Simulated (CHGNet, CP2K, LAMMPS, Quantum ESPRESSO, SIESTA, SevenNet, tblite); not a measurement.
# Bulk modulus two ways: amorphous carbon (106 atoms), QE, PBE

The cell holds 106 atoms (106 C). Recipe: 106 atoms (106 C) placed at random at 1.71 g/cm³, melted at 6000 K for 10 ps at fixed volume with the LCBOP (Los and Fasolino, Phys. Rev. B 68, 024107 (2003)). Quenched from 6000 K to 100 K at 500 K/ps and fixed volume, held 5 ps, then minimised at fixed cell. Then the atoms were relaxed with SevenNet 0 in the fixed cell.

Calculated with Quantum ESPRESSO 7.5: PBE; plane waves, SSSP efficiency, 45/360 Ry; k-points Γ. The cell is scaled evenly by ±3 % in volume, and SevenNet 0 relaxes the atoms at each volume before the single point.

| volume (Å³/atom) | energy less the middle row's (meV/atom) | pressure (GPa) |
| --- | --- | --- |
| 11.327 | -11.719 | -2.142 |
| 11.677 | 0.000 | -5.741 |
| 12.028 | 18.776 | -8.974 |

**Question.** Find the bulk modulus at the middle volume from the pressures and from the energies, and check the printed pressure against the slope of the energy (1 meV/Å³ = 0.16022 GPa).

**Working.**

The step is h = 0.3503 Å³. From pressures: B = −V dP/dV = 11.677 × (-2.142 − (-8.974)) / (2 × 0.3503) = 114 GPa.

From energies: B = V d²E/dV² = 11.677 × (-11.719 + (18.776)) / 0.3503² = 671.5 meV/Å³ = 108 GPa.

Slope: P = −dE/dV = −(18.776 − (-11.719)) / (2 × 0.3503) = -43.5 meV/Å³ = -6.97 GPa, against -5.74 GPa printed.

The two moduli agree within 6 %.

A central difference over ±3 % overstates P by about B(1 + B′)(0.03)²/6, some 0.09 GPa for B′ = 4, which is small against the gap found. The atoms follow SevenNet 0, so this level's forces do work along the path, which enters the energies but not the printed pressures.

Limits: three points, a static cell at zero temperature, the cell shape held; the modulus is that at -5.7 GPa, not at zero pressure.

[Hosts, paths, dates, database ids (printed as entryN), source tags and the programs' standing remarks are cut or masked in the printed files.]
